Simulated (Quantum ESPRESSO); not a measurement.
# LaMnSi: parallel and opposed starts

Wanted: the moments of LaMnSi and the energy of each order that was tried.

Calculated with Quantum ESPRESSO 7.5; PBEsol; plane waves with GBRV 1.5 PBEsol potentials, no spin-orbit coupling.

### Step 1. The structure

It takes space group P4/nmm (No. 129, tetragonal). The conventional cell has a = 4.326 Å, b = 4.326 Å, c = 7.114 Å, α = 90.00°, β = 90.00°, γ = 90.00°. Nearest to La lie 4 Mn at 3.19 Å and 6 Si at 3.20 to 3.75 Å. Nearest to Mn lie 4 Si at 2.58 Å and 4 Mn at 3.06 Å and 4 La at 3.19 Å. Nearest to Si lie 4 Mn at 2.58 Å and 6 La at 3.20 to 3.75 Å. Farther neighbours are not listed.

The cell comes from Materials Project 2023-11-01, a database of computed structures, and need not be the stable phase.

The settings of this session are cheaper than careful work needs (see the inputs), so it shows what such settings give, not the properties of the crystal.

### Step 2. Run 1, typed as ferro ++

The signs are those of the starting moments on the seeded atoms, the atoms that are given a moment.

pw.in

```
&CONTROL
  calculation = 'scf'
  prefix = 'pwscf'
  outdir = './tmp'
  pseudo_dir = './pseudo'
  disk_io = 'nowf'
/
&SYSTEM
  ibrav = 0
  nat = 6
  ntyp = 3
  ecutwfc = 40
  ecutrho = 280
  nbnd = 44
  occupations = 'smearing'
  smearing = 'fd'
  degauss = 0.00734986
  nspin = 2
  starting_magnetization(1) = 0
  starting_magnetization(2) = 0.2333
  starting_magnetization(3) = 0
/
&ELECTRONS
  conv_thr = 1.2d-08
  electron_maxstep = 150
  mixing_beta = 0.3
  mixing_ndim = 4
/
ATOMIC_SPECIES
La    138.9055 la_pbesol_v1.uspp.F.UPF
Mn     54.9380 mn_pbesol_v1.5.uspp.F.UPF
Si     28.0850 si_pbesol_v1.uspp.F.UPF
CELL_PARAMETERS bohr
   8.1743529972    0.0000000000    0.0000000000
   0.0000000000    8.1743529972    0.0000000000
   0.0000000000    0.0000000000   13.4431591978
ATOMIC_POSITIONS crystal
La      0.0000000000    0.5000000000    0.3301449300
La      0.5000000000    0.0000000000    0.6698550700
Mn      0.0000000000    0.0000000000    0.0000000000
Mn      0.5000000000    0.5000000000    0.0000000000
Si      0.0000000000    0.5000000000    0.8023629700
Si      0.5000000000    0.0000000000    0.1976370300
K_POINTS automatic
4 4 4 0 0 0
```

On the command line:

```bash
$ OMP_NUM_THREADS=1 mpirun -n 2 pw.x -nk 2 -in pw.in > pw.out
```

What it wrote:

```text
Program PWSCF v.7.5 starts

     Message from routine setup:
     using ibrav=0 with symmetry is DISCOURAGED, use correct ibrav instead

     K-points division:     npool     =       2
     Subspace diagonalization in iterative solution of the eigenvalue problem:

     G-vector sticks info
     --------------------
     sticks:   dense  smooth     PW     G-vecs:    dense   smooth      PW
     Sum        1481     853    249                71127    30763    4973

     Using Slab Decomposition

     bravais-lattice index     =            0
     lattice parameter (alat)  =       8.1744  a.u.
     unit-cell volume          =     898.2725 (a.u.)^3
     number of atoms/cell      =            6
     number of atomic types    =            3
     number of electrons       =        60.00
     number of Kohn-Sham states=           44
     kinetic-energy cutoff     =      40.0000  Ry
     charge density cutoff     =     280.0000  Ry
     scf convergence threshold =      1.2E-08
     mixing beta               =       0.3000
     number of iterations used =            4  plain     mixing
     Exchange-correlation= SLA  PW   PSX  PSC
                           (   1   4  10   8   0   0   0)

     celldm(1)=   8.174353  celldm(2)=   0.000000  celldm(3)=   0.000000
     celldm(4)=   0.000000  celldm(5)=   0.000000  celldm(6)=   0.000000

     crystal axes: (cart. coord. in units of alat)
               a(1) = (   1.000000   0.000000   0.000000 )
               a(2) = (   0.000000   1.000000   0.000000 )
               a(3) = (   0.000000   0.000000   1.644553 )

     reciprocal axes: (cart. coord. in units 2 pi/alat)
               b(1) = (  1.000000  0.000000  0.000000 )
               b(2) = (  0.000000  1.000000  0.000000 )
               b(3) = (  0.000000  0.000000  0.608068 )

     PseudoPot. # 1 for La read from file:
     la_pbesol_v1.uspp.F.UPF
     Pseudo is Ultrasoft + core correction, Zval = 11.0
     Generated by new atomic code, or converted to UPF format
     Using radial grid of  995 points,  8 beta functions with:
                l(1) =   0
                l(2) =   0
                l(3) =   1
                l(4) =   1
                l(5) =   2
                l(6) =   2
                l(7) =   3
                l(8) =   3
     Q(r) pseudized with  8 coefficients,  rinner =    1.700   1.700   1.700
                                                       1.700   1.700   1.700
                                                       1.700

     PseudoPot. # 2 for Mn read from file:
     mn_pbesol_v1.5.uspp.F.UPF
     Pseudo is Ultrasoft + core correction, Zval = 15.0
     Generated by new atomic code, or converted to UPF format
     Using radial grid of  859 points,  6 beta functions with:
                l(1) =   0
                l(2) =   0
                l(3) =   1
                l(4) =   1
                l(5) =   2
                l(6) =   2
     Q(r) pseudized with  8 coefficients,  rinner =    0.950   0.950   0.950
                                                       0.950   0.950

     PseudoPot. # 3 for Si read from file:
     si_pbesol_v1.uspp.F.UPF
     Pseudo is Ultrasoft + core correction, Zval =  4.0
     Generated by new atomic code, or converted to UPF format
     Using radial grid of  899 points,  6 beta functions with:
                l(1) =   0
                l(2) =   0
                l(3) =   1
                l(4) =   1
                l(5) =   2
                l(6) =   2
     Q(r) pseudized with  8 coefficients,  rinner =    0.900   0.900   0.900
                                                       0.900   0.900

     atomic species   valence    mass     pseudopotential
     La               11.00   138.90550     La( 1.00)
     Mn               15.00    54.93800     Mn( 1.00)
     Si                4.00    28.08500     Si( 1.00)

     Starting magnetic structure
     atomic species   magnetization
     La              0.000
     Mn              0.233
     Si              0.000

     16 Sym. Ops., with inversion, found ( 8 have fractional translation)

   Cartesian axes

     site n.     atom                  positions (alat units)
         1        La     tau(   1) = (   0.0000000   0.5000000   0.5429409  )
         2        La     tau(   2) = (   0.5000000   0.0000000   1.1016124  )
         3        Mn     tau(   3) = (   0.0000000   0.0000000   0.0000000  )
         4        Mn     tau(   4) = (   0.5000000   0.5000000   0.0000000  )
         5        Si     tau(   5) = (   0.0000000   0.5000000   1.3195287  )
         6        Si     tau(   6) = (   0.5000000   0.0000000   0.3250246  )

     number of k points=    18  Fermi-Dirac smearing, width (Ry)=  0.0073
                       cart. coord. in units 2pi/alat
        k(    1) = (   0.0000000   0.0000000   0.0000000), wk =   0.0156250
        k(    2) = (   0.0000000   0.0000000   0.1520170), wk =   0.0312500
        k(    3) = (   0.0000000   0.0000000  -0.3040339), wk =   0.0156250
        k(    4) = (   0.0000000   0.2500000   0.0000000), wk =   0.0625000
        k(    5) = (   0.0000000   0.2500000   0.1520170), wk =   0.1250000
        [... 13 further k-points ...]

     Dense  grid:    71127 G-vectors     FFT dimensions: (  48,  48,  72)

     Smooth grid:    30763 G-vectors     FFT dimensions: (  36,  36,  60)

     Check: negative core charge=   -0.000021
     Generating pointlists ...
     new r_m :   0.3045 (alat units)  2.4888 (a.u.) for type    1
     new r_m :   0.2460 (alat units)  2.0109 (a.u.) for type    2
     new r_m :   0.2460 (alat units)  2.0109 (a.u.) for type    3

     Initial potential from superposition of free atoms

     starting charge      58.9398, renormalised to      60.0000

     negative rho (up, down):  7.736E-02 7.747E-02
     Starting wfcs are   74 randomized atomic wfcs

     Self-consistent Calculation

     iteration #  1     ecut=    40.00 Ry     beta= 0.30
     Davidson diagonalization with overlap
     ethr =  1.00E-02,  avg # of iterations =  2.2

     negative rho (up, down):  7.023E-02 6.904E-02

     total energy              =    -645.33021280 Ry
     estimated scf accuracy    <       1.83557731 Ry

     total magnetization       =     4.99 Bohr mag/cell
     absolute magnetization    =     5.94 Bohr mag/cell

     iteration #  2     ecut=    40.00 Ry     beta= 0.30
     Davidson diagonalization with overlap
     ethr =  3.06E-03,  avg # of iterations =  4.1

     negative rho (up, down):  7.053E-02 6.924E-02

     total energy              =    -644.95819975 Ry
     estimated scf accuracy    <       9.80223334 Ry

     total magnetization       =     2.45 Bohr mag/cell
     absolute magnetization    =     3.54 Bohr mag/cell

     iteration #  3     ecut=    40.00 Ry     beta= 0.30
     Davidson diagonalization with overlap
     ethr =  3.06E-03,  avg # of iterations =  2.4

     negative rho (up, down):  6.552E-02 6.428E-02

     total energy              =    -645.74751737 Ry
     estimated scf accuracy    <       1.06478426 Ry

     total magnetization       =     6.19 Bohr mag/cell
     absolute magnetization    =     6.61 Bohr mag/cell

     [... further iterations left out ...]

     iteration # 15     ecut=    40.00 Ry     beta= 0.30
     Davidson diagonalization with overlap
     ethr =  2.19E-09,  avg # of iterations =  4.4

     negative rho (up, down):  5.792E-02 5.557E-02

     total energy              =    -645.82706865 Ry
     estimated scf accuracy    <       0.00000025 Ry

     total magnetization       =     6.15 Bohr mag/cell
     absolute magnetization    =     7.19 Bohr mag/cell

     iteration # 16     ecut=    40.00 Ry     beta= 0.30
     Davidson diagonalization with overlap
     ethr =  4.14E-10,  avg # of iterations =  4.6

     negative rho (up, down):  5.792E-02 5.557E-02

     total energy              =    -645.82706892 Ry
     estimated scf accuracy    <       0.00000019 Ry

     total magnetization       =     6.15 Bohr mag/cell
     absolute magnetization    =     7.18 Bohr mag/cell

     iteration # 17     ecut=    40.00 Ry     beta= 0.30
     Davidson diagonalization with overlap
     ethr =  3.14E-10,  avg # of iterations =  2.7

     negative rho (up, down):  5.792E-02 5.557E-02

     total energy              =    -645.82706899 Ry
     estimated scf accuracy    <       0.00000001 Ry

     total magnetization       =     6.15 Bohr mag/cell
     absolute magnetization    =     7.18 Bohr mag/cell

     iteration # 18     ecut=    40.00 Ry     beta= 0.30
     Davidson diagonalization with overlap
     c_bands:  1 eigenvalues not converged
     ethr =  2.20E-11,  avg # of iterations =  5.3

     negative rho (up, down):  5.792E-02 5.557E-02

     Magnetic moment per site  (integrated on atomic sphere of radius R)
     atom   1 (R=0.304)  charge=  8.4607  magn= -0.0417
     atom   2 (R=0.304)  charge=  8.4607  magn= -0.0417
     atom   3 (R=0.246)  charge= 13.3512  magn=  3.0766
     atom   4 (R=0.246)  charge= 13.3512  magn=  3.0766
     atom   5 (R=0.246)  charge=  2.2259  magn= -0.0660
     atom   6 (R=0.246)  charge=  2.2259  magn= -0.0660

     End of self-consistent calculation

     [... lines left out ...]
     the Fermi energy is    11.3876 ev

!    total energy              =    -645.82706902 Ry
     estimated scf accuracy    <          4.2E-09 Ry
     smearing contrib. (-TS)   =      -0.01685901 Ry
     internal energy E=F+TS    =    -645.81021001 Ry

     The total energy is F=E-TS. E is the sum of the following terms:
     one-electron contribution =    -369.38373228 Ry
     hartree contribution      =     209.07973896 Ry
     xc contribution           =    -158.91969182 Ry
     ewald contribution        =    -326.58652488 Ry

     total magnetization       =     6.15 Bohr mag/cell
     absolute magnetization    =     7.18 Bohr mag/cell

     convergence has been achieved in  18 iterations

=------------------------------------------------------------------------------=
   JOB DONE.
=------------------------------------------------------------------------------=
```

Elapsed: 2.2 min, on 2 MPI ranks of Arm Neoverse V2, shared host; peak memory 0.9 GiB.

Spin moment in the atom's sphere by atom:

```tsv
atom	spin moment in the atom's sphere (μB)
La1	-0.04
La2	-0.04
Mn3	3.08
Mn4	3.08
Si5	-0.07
Si6	-0.07
```

Numbers from this step:

| Item | Value |
| --- | --- |
| smearing term TS | 0.2294 eV |
| magnetization | 6.147 μB |
| absolute magnetization | 7.182 μB |
| final state | ferromagnetic |

[end of part 1 of 2]

[Logs and program files are shortened in this print: banners, set-up blocks, solver, clock and traceback lines can be left out without a mark of their own.]

[Logs are printed without paths, hosts, clocks, repeated set-up lines and the standing remarks that a program may print on its own settings, such as how far it seeks lower states.]

[Hosts, paths, dates, database ids (printed as entryN), source tags and the programs' standing remarks are cut or masked in the printed files.]

[Where a cell is said to come from a database of computed structures, the database is the Materials Project.]
